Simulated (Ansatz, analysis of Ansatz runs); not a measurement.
# CsLi2Br3 (Immm), V_Br hop (3.7 Å): attempt frequency at charge 0

Aim: the prefactor of a hop in CsLi2Br3 (Immm) (V_Br hop (3.7 Å), charge 0) from the modes of the moving atom at the start and at the top of a path found beforehand. Model: a cell of 72 host atoms with 1 Br taken out.

Main program and level: Ansatz 0.2.0; plane-wave PAW DFT, PBEsol; finite-difference force constants of the moving atom alone.

## (1) The structure

The cell holds 71 atoms: 12 Cs, 24 Li and 35 Br. Cell: a = 13.853 Å, b = 11.980 Å, c = 13.179 Å, α = 90.0°, β = 90.0°, γ = 67.3°. It derives from CsLi2Br3 (space group Immm). Nearest the centre at fractional (0.375, 0.625, 0.749): Br20 at 1.77 Å, Li33 at 1.90 Å, Li30 at 2.05 Å, Br43 at 3.69 Å, Li56 at 3.73 Å, Cs26 at 3.74 Å, Cs25 at 3.74 Å, Br15 at 3.74 Å.

The cell's shortest repeat is 12.0 Å.

## (2) Vibrations of the moving atom at the start point

Harmonic transition-state theory takes the prefactor from the modes at the minimum and at the top. Only the moving atom is displaced, by 0.02 Å, which takes six displaced runs and a reference; the host's atoms are held.

q0_M1.start.modes/input.yaml reads:

```yaml
crystal:
  lattice:
    - [13.85313549, 0.0, 0.0]
    - [4.61771183, 11.05374572, 0.0]
    - [0.0, 0.0, 13.17916514]
  atoms:
    - { symbol: Cs, position: [-0.00011496, 0.50016734, -0.00161588] }
    - { symbol: Cs, position: [0.08326728, 0.75047924, 0.50155174] }
    - { symbol: Cs, position: [0.16630294, 0.00044957, -0.0001046] }
    - { symbol: Cs, position: [0.24997521, 0.25072458, 0.50102988] }
    - { symbol: Li, position: [0.00019445, 0.49977629, 0.30786137] }
    - { symbol: Li, position: [0.08397977, 0.74901786, 0.80804646] }
    - { symbol: Li, position: [0.16712731, -0.00095413, 0.30835227] }
    - { symbol: Li, position: [0.24941581, 0.25451515, 0.80818757] }
    - { symbol: Li, position: [-7.909e-05, 0.50004798, 0.69175026] }
    - { symbol: Li, position: [0.08301678, 0.74982108, 0.19212901] }
    - { symbol: Li, position: [0.1671809, 0.00095802, 0.69203364] }
    - { symbol: Li, position: [0.24920331, 0.25081335, 0.19217332] }
    - { symbol: Br, position: [-0.000121, 3.56e-06, 0.77919977] }
    - { symbol: Br, position: [0.08363945, 0.24954766, 0.28377304] }
    - { symbol: Br, position: [0.16669349, 0.50087706, 0.78069024] }
    - { symbol: Br, position: [0.24965079, 0.75019174, 0.28223744] }
    - { symbol: Br, position: [7.459e-05, 0.00021402, 0.21749573] }
    - { symbol: Br, position: [0.08358388, 0.25040673, 0.71833683] }
    - { symbol: Br, position: [0.16578328, 0.50024931, 0.21611427] }
    - { symbol: Br, position: [0.25475447, 0.74623901, 0.72181971] }
    - { symbol: Br, position: [-0.00026958, 0.50026666, 0.49986338] }
    - { symbol: Br, position: [0.08353695, 0.75053536, -0.00022756] }
    - { symbol: Br, position: [0.16806096, -0.00117047, 0.50074947] }
    - { symbol: Br, position: [0.25009802, 0.25042469, 3.228e-05] }
    - { symbol: Cs, position: [0.33381395, 0.50020282, -0.00276103] }
    - { symbol: Cs, position: [0.41777091, 0.74699679, 0.49929557] }
    - { symbol: Cs, position: [0.49975635, 8.758e-05, 0.00223578] }
    - { symbol: Cs, position: [0.5822419, 0.25306216, 0.49953906] }
    - { symbol: Li, position: [0.33241292, 0.49987363, 0.30682917] }
    - { symbol: Li, position: [0.41426969, 0.75947924, 0.80858425] }
    - { symbol: Li, position: [0.4999441, -0.00020486, 0.3082559] }
    - { symbol: Li, position: [0.58618705, 0.2396313, 0.80878225] }
    - { symbol: Li, position: [0.3389, 0.50033787, 0.69170857] }
    - { symbol: Li, position: [0.41665684, 0.74954457, 0.19205681] }
    - { symbol: Li, position: [0.50023039, -0.00078646, 0.69167411] }
    - { symbol: Li, position: [0.58307818, 0.25033387, 0.19223209] }
    - { symbol: Br, position: [0.3340001, 0.00275859, 0.78242959] }
    - { symbol: Br, position: [0.41618952, 0.25004032, 0.28229515] }
    - { symbol: Br, position: [0.58339107, 0.75026396, 0.28230982] }
    - { symbol: Br, position: [0.33327391, -0.00028294, 0.21733583] }
    - { symbol: Br, position: [0.41770416, 0.25597453, 0.71971776] }
    - { symbol: Br, position: [0.50000534, 0.49995155, 0.21715891] }
    - { symbol: Br, position: [0.58218294, 0.74499746, 0.71917453] }
    - { symbol: Br, position: [0.33086802, 0.50073566, 0.49889511] }
    - { symbol: Br, position: [0.41725159, 0.74886611, -0.00081855] }
    - { symbol: Br, position: [0.49987429, 0.00029093, 0.50095684] }
    - { symbol: Br, position: [0.58279732, 0.25087476, -0.00062952] }
    - { symbol: Cs, position: [0.66642286, 0.4990398, -0.00244558] }
    - { symbol: Cs, position: [0.7498067, 0.74965778, 0.50063413] }
    - { symbol: Cs, position: [0.83360684, -0.00046971, 0.00048123] }
    - { symbol: Cs, position: [0.91670981, 0.24969206, 0.50147519] }
    - { symbol: Li, position: [0.66737552, 0.49980427, 0.3070087] }
    - { symbol: Li, position: [0.75050827, 0.74541456, 0.80831056] }
    - { symbol: Li, position: [0.83306508, 0.00061147, 0.30838428] }
    - { symbol: Li, position: [0.91554102, 0.25172984, 0.80807579] }
    - { symbol: Li, position: [0.66078448, 0.49977614, 0.69198277] }
    - { symbol: Li, position: [0.75074605, 0.74901479, 0.19223974] }
    - { symbol: Li, position: [0.83288948, -0.00169471, 0.69202512] }
    - { symbol: Li, position: [0.91710814, 0.25041431, 0.19237582] }
    - { symbol: Br, position: [0.66583851, -0.00228898, 0.78265645] }
    - { symbol: Br, position: [0.7502469, 0.24992443, 0.28218457] }
    - { symbol: Br, position: [0.83289068, 0.49953321, 0.78074373] }
    - { symbol: Br, position: [0.91636004, 0.75102765, 0.28344125] }
    - { symbol: Br, position: [0.66638283, 0.00039381, 0.21747707] }
    - { symbol: Br, position: [0.74499216, 0.25426584, 0.72205646] }
    - { symbol: Br, position: [0.83413453, 0.50009764, 0.21678495] }
    - { symbol: Br, position: [0.91602557, 0.74997413, 0.71824882] }
    - { symbol: Br, position: [0.66882014, 0.49950463, 0.49906473] }
    - { symbol: Br, position: [0.74966595, 0.74958387, 9.684e-05] }
    - { symbol: Br, position: [0.83175965, 0.0014425, 0.50081223] }
    - { symbol: Br, position: [0.91670723, 0.24963014, -0.00011139] }
  symmetry: { detect: false }
basis:
  ecutwfc: 420
  xc_grid: 2
hamiltonian:
  xc: pbesol
kpoints:
  mp_grid: { grid: [1, 1, 1], shift: [0.25, 0.25, 0.25] }
magnetization:
  spin_polarized: true
  initial_magnetization: 1
  spin_locking: { lock_magnetization: hard }
scf:
  occupations: { method: fixed }
  max_iter: 100
phonons:
  supercell: [1, 1, 1]
  displaced_sites: [19]
  amplitude: 0.02
```

Command:

```sh
> ansatz run input.yaml --threads 32 --pin off --max-ram 84787MiB --backend cuda --events-out ev --progress --plain --runs-dir out --max-vram 78GiB
```

Numbers of over 12 decimals in the logs are rounded to 6 here.

Log:

```text
Engine: ansatz 0.2.0, aarch64-unknown-linux-gnu
[...]
Pseudopotential: Cs, paw, valence charge 9, recommended cutoff 420 eV (normal), Cs.paw.azcp
Pseudopotential: Li, paw, valence charge 3, recommended cutoff 420 eV (normal), Li.paw.azcp
Pseudopotential: Br, paw, valence charge 7, recommended cutoff 420 eV (normal), Br.paw.azcp
Functional definition: PBEsol
[...]
Crystal: 71 atoms, lattice volume = 2018.113 Å³
Basis set: ecut = 420 eV, 39381 PW (Γ), exchange–correlation on 192×162×180 points (8 copies of the dense FFT grid, shifted against one another)
Bands: 284, of which v1, the nominal top of the filled ones, is band 213 counted from 1 (212 counted from 0)
[...]
k-points: 1
[...]
Functional: x = pbesol(κ = 0.804, μ = 0.123457), c = pbesol(β = 0.046)
SCF 1 converged in 9 iterations: F = -167791.730780 eV  dr2 = 6.64e-8
[...]
SCF iter   1: F=—  HF=-167791.730182 eV  |F-HF|=—  |Δ(HF+E_count)|=         —  Δρ=8.80e-7 (↑8.48e-7 ↓8.80e-7)  dr2=6.84e-8  dr2_m=5.59e-10  M=1.000 μB ∫|m|=1.025 μB  β_m=0.30  ethr=3.63e-7  ⟨swp⟩=5.0  [...]
[...]
spin=Collinear: Resta preconditioning applied to the charge; magnetization (m = ρ↑ − ρ↓) channel mixes plain (no charge-response kernel on spin).
[...]
SCF 8 converged in 5 iterations: F = -167791.730452 eV  dr2 = 1.31e-11
SCF converged after 5 iterations
[...]
--- Phonons: 6 displaced members + reference (amplitude 0.02 Å, Σ member SCF iterations 36) ---
  symmetry images taken by strict's conditions (phonons.symmetry_images: auto; settled by no image being taken that strict refuses)
  force constants formed among 1 of 71 sites (Br 19); the other 70 at rest. The modes move the named sites alone.
  the frequencies, the zero-point energy and the sums are of the block with the acoustic sum rule laid on its rows. Row sums over every site: 3.1e-5 eV/Å² at the most
  transpose residual: 7.0e-5 eV/Å²
  largest component of a force at the reference: 5.2e-3 eV/Å on a named site, 1.4e-2 eV/Å on a site at rest
  frequencies among the named sites at Γ of the cell (cm⁻¹): 68.11 76.02 100.98
  unstable modes among the named sites: 0
  frequencies as built, with no sum rule (cm⁻¹): 68.11 76.02 100.98
  zero-point energy: 0.015194 eV/cell   skipped modes (ω ≤ 0): 0
  not written: the harmonic force-constant file, the file of eigenvectors (these modes' are written with the force constants), the density of states and the dispersion, which are of every site
[...]
```

Wall time 7.4 s (1 × NVIDIA GB200 with 32 threads of Arm Neoverse V2, shared host); peak memory 2.9 GiB; 31 s of CPU time.

Read from the output:

```yaml
free_energy: -167791.7308 eV
total_moment: 1 μB
integral_of_the_absolute_spin_density: 1.026 μB
spin_contamination: 0.001131
frequencies_of_moving_atom: 68.11, 76.02, 101.0 cm⁻¹ (negative: imaginary)
```

The three modes are 68, 76 and 101 cm⁻¹: all real, a minimum for this atom with the others held.

## (3) Vibrations of the moving atom at the top of the path

The same at the top, where the mode along the path should be imaginary.

q0_M1.top.modes/input.yaml reads:

```yaml
crystal:
  lattice:
    - [13.85313549, 0.0, 0.0]
    - [4.61771183, 11.05374572, 0.0]
    - [0.0, 0.0, 13.17916514]
  atoms:
    - { symbol: Cs, position: [-0.00044987, 0.49995349, 0.00135067] }
    - { symbol: Cs, position: [0.0809154, 0.75050898, 0.49963731] }
[... 3 atom lines left out ...]
    - { symbol: Li, position: [0.07950141, 0.74904292, 0.80899904] }
[... 8 atom lines left out ...]
    - { symbol: Br, position: [0.1587256, 0.50504558, 0.77983376] }
[... 4 atom lines left out ...]
    - { symbol: Br, position: [0.3742113, 0.62538251, 0.75085799] }
[... 4 atom lines left out ...]
    - { symbol: Cs, position: [0.33364899, 0.50760156, -0.00788265] }
    - { symbol: Cs, position: [0.41592527, 0.74230972, 0.50927375] }
[... 3 atom lines left out ...]
    - { symbol: Li, position: [0.42725601, 0.77683841, 0.8218054] }
[... 2 atom lines left out ...]
    - { symbol: Li, position: [0.32247985, 0.47347696, 0.67846318] }
[... 7 atom lines left out ...]
    - { symbol: Br, position: [0.41742204, 0.25227873, 0.72183415] }
[... 1 atom line left out ...]
    - { symbol: Br, position: [0.59110846, 0.74459442, 0.72060935] }
    - { symbol: Br, position: [0.32503637, 0.49599063, 0.49182095] }
    - { symbol: Br, position: [0.42495573, 0.75413161, 0.00851088] }
[... 10 atom lines left out ...]
    - { symbol: Li, position: [0.67138382, 0.50066246, 0.69096727] }
[... 14 atom lines left out ...]
    - { symbol: Br, position: [0.91929431, 0.2477742, -0.00023149] }
  symmetry: { detect: false }
basis:
  ecutwfc: 420
  xc_grid: 2
hamiltonian:
  xc: pbesol
kpoints:
  mp_grid: { grid: [1, 1, 1], shift: [0.25, 0.25, 0.25] }
magnetization:
  spin_polarized: true
  initial_magnetization: 1
  spin_locking: { lock_magnetization: hard }
scf:
  occupations: { method: fixed }
  max_iter: 100
phonons:
  supercell: [1, 1, 1]
  displaced_sites: [19]
  amplitude: 0.02
```

Log:

```text
[...]
Crystal: 71 atoms, lattice volume = 2018.113 Å³
Basis set: ecut = 420 eV, 39381 PW (Γ), exchange–correlation on 192×162×180 points (8 copies of the dense FFT grid, shifted against one another)
Bands: 284, of which v1, the nominal top of the filled ones, is band 213 counted from 1 (212 counted from 0)
[...]
k-points: 1
[...]
SCF 1 converged in 9 iterations: F = -167791.176640 eV  dr2 = 6.45e-8
[...]
SCF iter   1: F=—  HF=-167791.175925 eV  |F-HF|=—  |Δ(HF+E_count)|=         —  Δρ=8.65e-7 (↑8.65e-7 ↓6.87e-7)  dr2=6.54e-8  dr2_m=2.31e-9  M=1.000 μB ∫|m|=1.065 μB  β_m=0.30  ethr=3.67e-7  ⟨swp⟩=5.5   [...]
[...]
SCF 8 converged in 5 iterations: F = -167791.176361 eV  dr2 = 2.25e-11
SCF converged after 5 iterations
[...]
transpose residual: 5.9e-4 eV/Å²
[...]
frequencies among the named sites at Γ of the cell (cm⁻¹): -51.26 65.48 144.94
  unstable modes among the named sites: 1
  frequencies as built, with no sum rule (cm⁻¹): -51.26 65.48 144.94
  zero-point energy: 0.013044 eV/cell   skipped modes (ω ≤ 0): 1, of them read as no rigid motion or as one in doubt: 1 (1.000e0 modes/cell left out, lowest -51.26 cm⁻¹)
[...]
```

Elapsed: 7.6 s, on 1 × NVIDIA GB200 with 32 threads; peak memory 2.7 GiB.

Numbers from this step:

| Property | Result |
| --- | --- |
| free energy | -167791.1766 eV |
| total moment | 1 μB |
| integral of the absolute spin density | 1.067 μB |
| spin contamination | 0.001838 |
| frequencies of moving atom | -51.26, 65.48, 144.9 cm⁻¹ (negative: imaginary) |

The three modes are 51i, 65 and 145 cm⁻¹: one imaginary, a saddle of first order for this atom with the others held.

## (4) Attempt frequency and hop rate

Analysis of the runs above: harmonic transition-state theory from the moving atom's modes alone (Vineyard), PBEsol.

It gives:

| Item | Value |
| --- | --- |
| attempt frequency | 1.651 THz |

Hop rate against temperature:

```tsv
temperature (K)	hop rate (1/s)
200	0.0180
300	810
400	1.7e5
600	3.7e7
800	5.3e8
1000	2.7e9
```

## (5) Results

| Quantity | Value |
| --- | --- |
| attempt frequency (attempt frequency and hop rate) | 1.65 THz |

In words: The attempt frequency, the product of the three frequencies at the start over that of the two real ones at the top (Vineyard), is 1.7 THz. With the barrier of 0.55 eV it gives 3.7e+07 hops a second at 600 K along this one path; equivalent neighbouring sites multiply that. The host's atoms were held, though they move along the path too, so the prefactor is rough. Limits: one k-point off the zone centre stands for the whole zone; PBEsol makes the gap too small and tends to spread out bound carriers; spin–orbit coupling, which can matter with heavy atoms, is left out.

[Logs are printed without paths, hosts, clocks, repeated set-up lines and the standing remarks that a program may print on its own settings, such as how far it seeks lower states.]

[Hosts, paths, dates, database ids (printed as entryN), source tags and the programs' standing remarks are cut or masked in the printed files.]
